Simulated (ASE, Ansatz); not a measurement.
**Structural relaxation of twisted Ti2CO2 MXene bilayer, 87.80° (130 atoms)**

How does twisted Ti2CO2 MXene bilayer, 87.80° (130 atoms) relax, and what do bonds, charges and levels look like afterwards?

Calculated with Ansatz 0.2.0; Kohn-Sham DFT, PBE+D4, PAW (set soft_2), plane waves.

Most raw output is cut from this account.

## Step 1: The structure

The cell holds 130 atoms: 26 C, 52 Ti and 52 O. Its edges and angles: a = 10.925 Å, b = 10.925 Å, c = 25.740 Å, α = 90.0°, β = 90.0°, γ = 120.0°. It derives from Ti2CO2 (Ti2CO2 MXene). Ti2CO2 MXene (a = 3.03 Å) under Ti2CO2 MXene (a = 3.03 Å), bilayer, commensurate cell of 13 unit cells a layer, twist 87.80 deg; facing planes 2.86 Å apart; 14 Å of vacuum; layers as built, displaced by a Gaussian of 0.01 Å. Regions: layer 1, 65 atoms (13 C, 26 Ti and 26 O); layer 2, 65 atoms (13 C, 26 Ti and 26 O). Vacuum lies along c.

What the set-up can't give: The main run has no spin polarisation, so moments on Ti can't form in it, and no Hubbard term.

## Step 2: Single point at the start

The forces at the start show how far the geometry lies from a minimum of this functional.

File input.yaml:

```yaml
crystal:
  lattice:
    - [10.9248, 0.0, 0.0]
    - [-5.4624, 9.46115, 0.0]
    - [0.0, 0.0, 25.74]
  atoms:
    - { symbol: C, position: [0.99929, 0.99989, 0.35809] }
    - { symbol: Ti, position: [0.12853, 0.17875, 0.40965] }
    - { symbol: Ti, position: [0.18061, 0.05218, 0.3066] }
    - { symbol: O, position: [0.1792, 0.05382, 0.44484] }
    - { symbol: O, position: [0.12754, 0.17874, 0.27215] }
    - { symbol: C, position: [0.07736, 0.30846, 0.35837] }
    - { symbol: Ti, position: [0.20475, 0.48817, 0.40899] }
    - { symbol: Ti, position: [0.25734, 0.36112, 0.30694] }
    - { symbol: O, position: [0.25459, 0.35824, 0.44421] }
    - { symbol: O, position: [0.20411, 0.48714, 0.27145] }
    - { symbol: C, position: [0.15438, 0.61715, 0.35753] }
    - { symbol: Ti, position: [0.28293, 0.79689, 0.4087] }
    - { symbol: Ti, position: [0.33231, 0.66565, 0.30659] }
    - { symbol: O, position: [0.33367, 0.66675, 0.44461] }
    - { symbol: O, position: [0.28216, 0.79654, 0.27175] }
    - { symbol: C, position: [0.23084, 0.92252, 0.35804] }
    - { symbol: Ti, position: [0.35892, 0.10121, 0.40958] }
    - { symbol: Ti, position: [0.41122, 0.97589, 0.30659] }
    - { symbol: O, position: [0.41131, 0.97372, 0.44412] }
    - { symbol: O, position: [0.36057, 0.10268, 0.27208] }
    - { symbol: C, position: [0.30791, 0.23178, 0.35832] }
    - { symbol: Ti, position: [0.43555, 0.41053, 0.40874] }
    - { symbol: Ti, position: [0.48568, 0.28117, 0.30762] }
    - { symbol: O, position: [0.48712, 0.28229, 0.44495] }
    - { symbol: O, position: [0.4369, 0.40883, 0.27171] }
    - { symbol: C, position: [0.38153, 0.53584, 0.35788] }
    - { symbol: Ti, position: [0.51293, 0.71793, 0.40909] }
    - { symbol: Ti, position: [0.56234, 0.58859, 0.30723] }
    - { symbol: O, position: [0.56616, 0.59257, 0.44447] }
    - { symbol: O, position: [0.51114, 0.71764, 0.27242] }
    - { symbol: C, position: [0.4604, 0.84632, 0.35732] }
    - { symbol: Ti, position: [0.59268, 0.02719, 0.40923] }
    [... 92 atom lines left out ...]
    - { symbol: O, position: [0.11864, 0.62055, 0.5551] }
    - { symbol: C, position: [0.01394, 0.25931, 0.64167] }
    - { symbol: Ti, position: [0.19327, 0.38825, 0.69302] }
    - { symbol: Ti, position: [0.14134, 0.20747, 0.59117] }
    - { symbol: O, position: [0.14179, 0.2074, 0.72746] }
    - { symbol: O, position: [0.19317, 0.38814, 0.55441] }
kpoints:
  mp_grid: { grid: [2, 2, 1] }
hamiltonian:
  xc: pbe
  dispersion: d4
scf:
  occupations: { method: gaussian, width: 0.025 }
output:
  forces: true
  populations: true
  dos:
    method: { smearing: { sigma: 0.15 } }
    de: 0.1
    projected:
      site_lists:
        C: [C]
        O: [O]
        Ti: [Ti]
        layer_1: [0, 1, 2, 3, 4, 5, 6, 7, 8, 9, 10, 11, 12, 13, 14, 15, 16, 17, 18, 19, 20, 21, 22, 23, 24, 25, 26, 27, 28, 29, 30, 31, 32, 33, 34, 35, 36, 37, 38, 39, 40, 41, 42, 43, 44, 45, 46, 47, 48, 49, 50, 51, 52, 53, 54, 55, 56, 57, 58, 59, 60, 61, 62, 63, 64]
        layer_2: [65, 66, 67, 68, 69, 70, 71, 72, 73, 74, 75, 76, 77, 78, 79, 80, 81, 82, 83, 84, 85, 86, 87, 88, 89, 90, 91, 92, 93, 94, 95, 96, 97, 98, 99, 100, 101, 102, 103, 104, 105, 106, 107, 108, 109, 110, 111, 112, 113, 114, 115, 116, 117, 118, 119, 120, 121, 122, 123, 124, 125, 126, 127, 128, 129]
  eigenvalues: true
```

The run is started by

```
> ansatz run input.yaml --threads 32 --pin off --max-ram 143360MiB --backend cuda --events-out ev --progress --plain --runs-dir out
```

Elapsed: 5 s, on 1 × NVIDIA GB200 with 32 threads of Arm Neoverse V2, shared host; peak memory 4.4 GiB; 25 s of CPU time.

That memory is the host's; the program planned up to 36.4 GiB on the GPU. Forces of this run were stored rounded, and per-atom blocks of the log weren't kept.

Numbers from this run:

| Quantity | Value |
| --- | --- |
| free energy | -166174.7390 eV |
| free energy per atom | -1278.2672 eV/atom |
| SCF cycles | 14 |
| r.m.s. force component | 0.1799 eV/Å |
| longest force | 0.6703 eV/Å |
| Fermi energy | 3.575 eV |
| gap (highest filled to lowest empty level) | 0.2782 eV |
| spilling of the projection | 0.003491 |

The r.m.s. force component of 0.18 eV/Å sets the starting point.

Length of the force by element:

```tsv
element	coordination	atoms	mean length of the force (eV/Å)	spread	least	most
C	all	26	0.295	0.117	0.0426	0.592
O	all	52	0.293	0.132	0.0307	0.670
Ti	all	52	0.274	0.119	0.0483	0.643
```

## Step 3: Relaxation

With the cell held, the atoms are moved downhill towards a nearby minimum.

input.yaml, the sections that differ from step 2:

```yaml
output:
  forces: true
relax:
  f_tol: 0.05
  max_steps: 189
# crystal, kpoints, hamiltonian, scf: as in step 2
```

Elapsed: 8.2 s, on 1 × NVIDIA GB200 with 32 threads; peak memory 1.9 GiB; 52 s of CPU time.

That memory is the host's; the program planned up to 34.6 GiB on the GPU.

Relaxation path:

```tsv
step	energy less that of the first step (eV)	largest force component (eV/Å)
1	0.0000	0.6679
2	-0.3008	0.3372
3	-0.3996	0.1228
4	-0.4078	0.0071
```

The atoms that moved most (Å):

```tsv
atom	dx	dy	dz	length
O124	0.016	-0.005	-0.074	0.076
O10	0.010	0.001	0.067	0.068
O45	0.014	-0.009	0.064	0.066
O25	-0.021	0.015	0.061	0.066
Ti112	-0.004	0.013	-0.063	0.064
Ti3	-0.008	-0.008	0.063	0.064
Ti13	0.005	0.011	0.062	0.063
Ti18	-0.003	-0.013	0.061	0.062
```

The relaxation changed the energy by -3.14 meV/atom, and atoms moved by 0.041 Å r.m.s., 0.076 Å at most.

## Step 4: Local order after relaxation

Bonds before and after, by the cutoffs listed below:

```tsv
pair	bonds before	bonds after	mean before (Å)	mean after (Å)	spread before (Å)	spread after (Å)
O-Ti	156	156	1.972	1.967	0.014	0.002
Ti-C	156	156	2.186	2.179	0.014	0.002
```

Normalised to the volume that the atoms fill. g(r), total and by pair (bins of 0.2 Å):

```tsv
r (Å)	total	O-O	O-Ti	O-C	Ti-Ti	Ti-C	C-C
1.90	2.65	0.00	8.30	0.00	0.00	0.00	0.00
2.10	2.19	0.00	0.00	0.00	0.00	13.65	0.00
2.30	0.00	0.00	0.00	0.00	0.00	0.00	0.00
2.50	0.00	0.00	0.00	0.00	0.00	0.00	0.00
2.70	0.00	0.00	0.00	0.00	0.00	0.00	0.00
2.90	1.34	0.24	0.00	8.10	0.00	0.00	0.00
3.10	3.41	7.37	0.00	0.00	10.36	0.00	14.15
3.30	0.03	0.19	0.00	0.00	0.00	0.00	0.00
3.50	0.33	0.28	0.89	0.00	0.00	0.00	0.00
3.70	1.60	0.24	2.55	0.00	0.00	4.66	0.00
3.90	0.10	0.24	0.19	0.00	0.00	0.00	0.00
4.10	0.70	0.15	0.23	3.80	0.00	0.00	0.00
4.30	0.36	0.20	0.18	0.00	1.69	0.00	0.00
4.50	0.10	0.24	0.18	0.00	0.00	0.00	0.00
4.70	2.23	1.60	6.12	0.00	0.15	0.00	0.00
4.90	1.00	0.19	0.18	0.00	0.16	5.55	0.00
5.10	0.94	0.13	0.17	5.21	0.19	0.00	0.00
5.30	1.47	2.54	0.15	0.32	4.81	0.00	4.74
5.50	0.15	0.15	0.16	0.32	0.16	0.00	0.00
5.70	0.30	1.21	0.14	0.28	0.12	0.00	0.00
5.90	0.15	0.13	0.14	0.29	0.17	0.10	0.00
6.10	0.88	1.86	0.16	0.30	1.90	0.26	3.50
6.30	1.47	1.75	3.38	0.22	0.10	0.30	0.00
6.50	0.71	0.10	0.24	0.30	0.15	3.38	0.00
6.70	0.68	0.18	0.27	3.14	0.13	0.26	0.00
6.90	0.79	0.09	1.42	0.26	1.49	0.25	0.00
7.10	0.66	0.13	1.05	0.24	0.13	1.54	0.00
7.30	0.46	0.33	0.24	1.42	0.33	0.21	0.37
```

Bonds by pair of elements; cutoffs follow the first minimum of g(r), held within bounds set by covalent radii, and pairs that aren't listed don't count as bonded (cutoffs were set anew for this text, so counts can differ from the run's own analysis):

```tsv
pair A-B	cutoff (Å)	bonds	mean length (Å)	spread (Å)	shortest (Å)	B about A	A about B
O-Ti	2.38	156	1.97	0.002	1.96	3	3
Ti-C	2.58	156	2.18	0.002	2.18	3	6
```

How many atoms have how many bonded neighbours:

```tsv
element	mean	3	6
C	6	0	26
O	3	52	0
Ti	6	0	52
```

Bond angles, per cent of each kind in bins of 5°:

```tsv
angle (°)	C-Ti-O	Ti-C-Ti	Ti-O-Ti	C-Ti-C	O-Ti-O
80–85	2.1	0.0	0.0	0.0	0.0
85–90	64.5	40.0	0.0	100.0	0.0
90–95	0.0	40.0	0.0	0.0	0.0
95–100	0.0	0.0	0.0	0.0	0.0
100–105	0.0	0.0	100.0	0.0	100.0
105–110	0.0	0.0	0.0	0.0	0.0
110–115	0.0	0.0	0.0	0.0	0.0
115–120	0.0	0.0	0.0	0.0	0.0
120–125	0.0	0.0	0.0	0.0	0.0
125–130	0.0	0.0	0.0	0.0	0.0
130–135	0.0	0.0	0.0	0.0	0.0
135–140	0.0	0.0	0.0	0.0	0.0
140–145	0.0	0.0	0.0	0.0	0.0
145–150	0.0	0.0	0.0	0.0	0.0
150–155	0.0	0.0	0.0	0.0	0.0
155–160	0.0	0.0	0.0	0.0	0.0
160–165	0.0	0.0	0.0	0.0	0.0
165–170	0.0	0.0	0.0	0.0	0.0
170–175	33.3	0.0	0.0	0.0	0.0
175–180	0.0	20.0	0.0	0.0	0.0
```

Bond angles (no mean is given where the spread exceeds 20°):

```tsv
angle	count	mean (°)	spread (°)
C-Ti-O	468	-	-
Ti-C-Ti	390	-	-
Ti-O-Ti	156	101	0.1
C-Ti-C	156	88.1	0.1
O-Ti-O	156	101	0.1
```

With the cutoffs above, all C atoms have 6, all O atoms have 3 and all Ti atoms have 6 bonded neighbours.

## Step 5: Single point at the relaxed geometry

One more single point at the end of the walk gives the fuller output and checks the residual forces.

File input.yaml:

```yaml
crystal:
  lattice:
    - [10.9248, 0.0, 0.0]
    - [-5.4624, 9.46115, 0.0]
    - [0.0, 0.0, 25.74]
  atoms:
    - { symbol: C, position: [0.99989, 0.0001, 0.35951] }
    - { symbol: Ti, position: [0.1282, 0.17959, 0.4098] }
    - { symbol: Ti, position: [0.17946, 0.05136, 0.30903] }
    - { symbol: O, position: [0.17924, 0.05122, 0.44488] }
    - { symbol: O, position: [0.1281, 0.17959, 0.27405] }
    - { symbol: C, position: [0.07684, 0.30786, 0.35951] }
    - { symbol: Ti, position: [0.20513, 0.48731, 0.41003] }
    - { symbol: Ti, position: [0.25642, 0.35916, 0.30901] }
    - { symbol: O, position: [0.25652, 0.35887, 0.44481] }
    - { symbol: O, position: [0.20506, 0.48729, 0.27407] }
    - { symbol: C, position: [0.15371, 0.61549, 0.3595] }
    - { symbol: Ti, position: [0.28202, 0.79502, 0.40988] }
    - { symbol: Ti, position: [0.33337, 0.66681, 0.309] }
    - { symbol: O, position: [0.33277, 0.66669, 0.44482] }
    - { symbol: O, position: [0.28197, 0.79499, 0.27406] }
    - { symbol: C, position: [0.23066, 0.92318, 0.35953] }
    - { symbol: Ti, position: [0.35896, 0.10269, 0.40999] }
    - { symbol: Ti, position: [0.41023, 0.97447, 0.30895] }
    - { symbol: O, position: [0.41057, 0.9748, 0.44472] }
    - { symbol: O, position: [0.35888, 0.10264, 0.27406] }
    - { symbol: C, position: [0.3076, 0.23086, 0.3595] }
    - { symbol: Ti, position: [0.43588, 0.41039, 0.41014] }
    - { symbol: Ti, position: [0.48718, 0.2822, 0.30908] }
    - { symbol: O, position: [0.48684, 0.28213, 0.44498] }
    - { symbol: O, position: [0.43579, 0.41038, 0.27407] }
    - { symbol: C, position: [0.38453, 0.53858, 0.35954] }
    - { symbol: Ti, position: [0.51274, 0.71801, 0.41005] }
    - { symbol: Ti, position: [0.56407, 0.58983, 0.30904] }
    - { symbol: O, position: [0.56428, 0.59024, 0.4449] }
    - { symbol: O, position: [0.51271, 0.71804, 0.27407] }
    - { symbol: C, position: [0.46145, 0.84623, 0.35951] }
    - { symbol: Ti, position: [0.58982, 0.02579, 0.41002] }
    [... 92 atom lines left out ...]
    - { symbol: O, position: [0.11688, 0.61881, 0.55499] }
    - { symbol: C, position: [0.01418, 0.25979, 0.64043] }
    - { symbol: Ti, position: [0.1937, 0.38798, 0.69094] }
    - { symbol: Ti, position: [0.14249, 0.20852, 0.59015] }
    - { symbol: O, position: [0.14239, 0.20851, 0.72589] }
    - { symbol: O, position: [0.19349, 0.38812, 0.55512] }
kpoints:
  mp_grid: { grid: [2, 2, 1] }
hamiltonian:
  xc: pbe
  dispersion: d4
scf:
  occupations: { method: gaussian, width: 0.025 }
output:
  forces: true
  populations: true
  dos:
    method: { smearing: { sigma: 0.1 } }
    de: 0.1
    projected:
      site_lists:
        C: [C]
        O: [O]
        Ti: [Ti]
        layer_1: [0, 1, 2, 3, 4, 5, 6, 7, 8, 9, 10, 11, 12, 13, 14, 15, 16, 17, 18, 19, 20, 21, 22, 23, 24, 25, 26, 27, 28, 29, 30, 31, 32, 33, 34, 35, 36, 37, 38, 39, 40, 41, 42, 43, 44, 45, 46, 47, 48, 49, 50, 51, 52, 53, 54, 55, 56, 57, 58, 59, 60, 61, 62, 63, 64]
        layer_2: [65, 66, 67, 68, 69, 70, 71, 72, 73, 74, 75, 76, 77, 78, 79, 80, 81, 82, 83, 84, 85, 86, 87, 88, 89, 90, 91, 92, 93, 94, 95, 96, 97, 98, 99, 100, 101, 102, 103, 104, 105, 106, 107, 108, 109, 110, 111, 112, 113, 114, 115, 116, 117, 118, 119, 120, 121, 122, 123, 124, 125, 126, 127, 128, 129]
  eigenvalues: true
  write_density: true
  write_potential: true
  volumetric_format: npy
  elf: true
```

The job ended after 5.2 s (1 × NVIDIA GB200 with 32 threads; peak memory 4.4 GiB).

That memory is the host's; the program planned up to 36.4 GiB on the GPU.

The program notes that the exchange-correlation potential is rough where the density is thin.

The run gave:

```yaml
free_energy: -166175.1468 eV
free_energy_per_atom: -1278.2704 eV/atom
scf_cycles: 13
r_m_s_force_component: 0.00251 eV/Å
longest_force: 0.00774 eV/Å
fermi_energy: 3.583 eV
spacing_of_highest_filled_and_lowest_empty_level: 0.3619 eV
potential_in_mid_vacuum_over_the_fermi_level: 5.6 eV
potential_4p5_a_over_the_upper_face: 5.602 eV
potential_4p5_a_under_the_lower_face: 5.6 eV
spilling_of_the_projection: 0.003462
```

Löwdin charges by element (they lack the spilled electrons, 0.028 e an atom on average):

```tsv
element	coordination	atoms	mean charge (e)	spread	least	most
C	all	26	-0.904	4.0e-4	-0.905	-0.903
O	all	52	-0.606	0.0016	-0.608	-0.602
Ti	all	52	1.13	0.0035	1.12	1.13
```

By region:

```tsv
region	atoms	mean length of the force (eV/Å)
layer 1	65	0.004
layer 2	65	0.004
```

Density of states as counts of states in windows of 0.5 eV (from the Fermi level), total and some projections:

```tsv
from (eV)	to (eV)	total	layer 1	Ti d	O p	C p
-10	-9.5	13.3	6.6	3.1	0.1	0.0
-9.5	-7	0.0	0.0	0.0	0.0	0.0
-7	-6.5	2.5	1.2	0.6	1.0	0.4
-6.5	-6	20.2	10.0	4.9	10.1	2.8
-6	-5.5	62.5	31.1	15.0	39.1	4.1
-5.5	-5	54.9	27.3	14.4	33.2	5.0
-5	-4.5	105.6	52.4	24.9	67.2	9.9
-4.5	-4	63.5	31.5	9.3	47.9	2.3
-4	-3.5	8.5	4.2	2.3	4.1	1.6
-3.5	-3	29.8	14.8	9.3	10.2	9.1
-3	-2.5	31.8	15.7	9.7	8.9	11.8
-2.5	-2	32.2	15.9	7.4	9.9	13.8
-2	-1.5	36.1	17.9	11.7	7.3	15.9
-1.5	-1	15.9	7.9	3.7	5.1	6.4
-1	-0.5	2.7	1.3	0.5	1.0	1.1
-0.5	0	2.0	1.0	0.3	0.6	1.1
0	0.5	17.4	8.6	13.2	3.4	0.4
0.5	1	35.1	17.4	28.6	4.5	1.3
1	1.5	48.7	24.2	43.3	2.8	1.8
1.5	2	69.0	34.2	61.0	4.4	2.1
```

Between -26 and -10 eV lie 143 more states.

The stored curve holds about 624 of the 1040 electrons; the rest, give or take the few that broadening carries across the Fermi level, lie in deeper levels below its range.

Not all projections were asked for or kept, so they needn't add up to the total.

The levels nearest the highest filled one (over half full), pooled over k-points and spins:

```tsv
level less the highest filled one (eV)	occupation
-0.797	2
-0.797	2
-8.0e-4	2
-6.0e-4	2
-1.0e-4	2
0	2
0.362	0
0.362	0
0.362	0
0.363	0
0.363	0
0.363	0
```

Planar average of the electrostatic potential energy along the normal, with the Fermi level as zero, after a running mean with a triangular window 4 Å wide at its base:

```tsv
height (Å)	potential energy (eV)
0.0	5.60
0.7	5.60
1.4	5.60
2.1	5.60
2.9	5.60
3.7	5.59
4.4	5.52
5.1	4.72
5.9	2.13
6.6	-2.26
7.3	-6.71
8.0	-9.05
8.7	-9.32
9.4	-9.27
10.3	-9.29
11.0	-7.68
11.7	-3.77
12.4	-0.03
13.2	0.36
13.9	-2.89
14.6	-7.05
15.3	-9.15
16.2	-9.28
16.9	-9.29
17.6	-9.23
18.3	-7.39
19.0	-3.22
19.7	1.38
20.4	4.37
21.2	5.46
21.9	5.59
22.7	5.60
23.5	5.60
24.2	5.60
24.9	5.60
25.6	5.60
```

Mean Löwdin charges: C -0.90, O -0.61, Ti +1.13 e (they miss 0.35 % of the electrons, so they add up to more than the cell's charge). Just under the Fermi level the largest share is C p (54 % of the projected weight), just over it Ti d (73 % of the projected weight). The potential stands 5.78 eV above the highest filled level over the upper face and 5.78 eV under the lower one, a reading of the ionisation potential at this level on the run's k-points.

A closer look about O125, picked at random: 13 atoms, nearest first, numbered in the order of the input, with positions taken from that point.

```tsv
atom	x	y	z	distance (Å)	bonds	Löwdin charge (e)
O125	0.00	0.00	0.00	0.00	3	-0.61
Ti123	0.42	-1.70	0.89	1.96	6	1.13
Ti68	1.26	1.21	0.90	1.97	6	1.12
Ti113	-1.68	0.48	0.90	1.97	6	1.12
C71	1.68	-0.49	2.20	2.81	6	-0.90
C66	-0.42	1.70	2.20	2.81	6	-0.90
C121	-1.26	-1.21	2.20	2.81	6	-0.90
O70	0.84	2.91	0.01	3.03	3	-0.60
O130	2.10	-2.18	0.00	3.03	3	-0.60
O115	-2.10	2.18	0.00	3.03	3	-0.61
O110	-2.94	-0.73	0.01	3.03	3	-0.60
O120	-0.84	-2.91	0.00	3.03	3	-0.61
O75	2.94	0.73	0.00	3.03	3	-0.60
```

The column of bonds counts only the pairs O-Ti within 2.38 Å, Ti-C within 2.58 Å; other neighbours, such as metal atoms beside each other in a compound, aren't counted, and periodic images can show an atom twice.

## Step 6: Results

```json
{
  "energy change in the relaxation": "-3.137 meV/atom",
  "r.m.s. displacement": "0.041 Å",
  "largest displacement": "0.076 Å",
  "free energy per atom": "-1278.2704 eV/atom",
  "r.m.s. force component": "0.00251 eV/Å",
  "gap (highest filled to lowest empty level)": "0.3619 eV",
  "potential in mid-vacuum, over the Fermi level": "5.6 eV",
  "wall time of the 3 DFT runs": "18 s"
}
```

In words: Relaxation lowers the energy by 3.14 meV/atom and moves atoms by 0.041 Å r.m.s.; the r.m.s. force component goes from 0.18 to 0.0025 eV/Å, and the gap from 0.278 to 0.362 eV. By the final cutoffs no bond was broken or made. First to last step the energy falls by 0.408 eV; the largest move, 0.08 Å, is that of O124. The Ti-C bonds change most in mean length: from 2.186 Å (spread 0.014) to 2.179 Å (spread 0.002). With the cutoffs above, all C atoms have 6, all O atoms have 3 and all Ti atoms have 6 bonded neighbours. Between filled and empty levels lie 0.362 eV on the run's k-points; the mesh holds the band edges only if they fold onto it, so the gap at this level can be narrower or closed, while semilocal functionals tend to narrow gaps against experiment. The potential stands 5.78 eV above the highest filled level over the upper face and 5.78 eV under the lower one, a reading of the ionisation potential at this level on the run's k-points.

[Logs are printed without paths, hosts, clocks, repeated set-up lines and the standing remarks that a program may print on its own settings, such as how far it seeks lower states.]

[Hosts, paths, dates, database ids (printed as entryN), source tags and the programs' standing remarks are cut or masked in the printed files.]
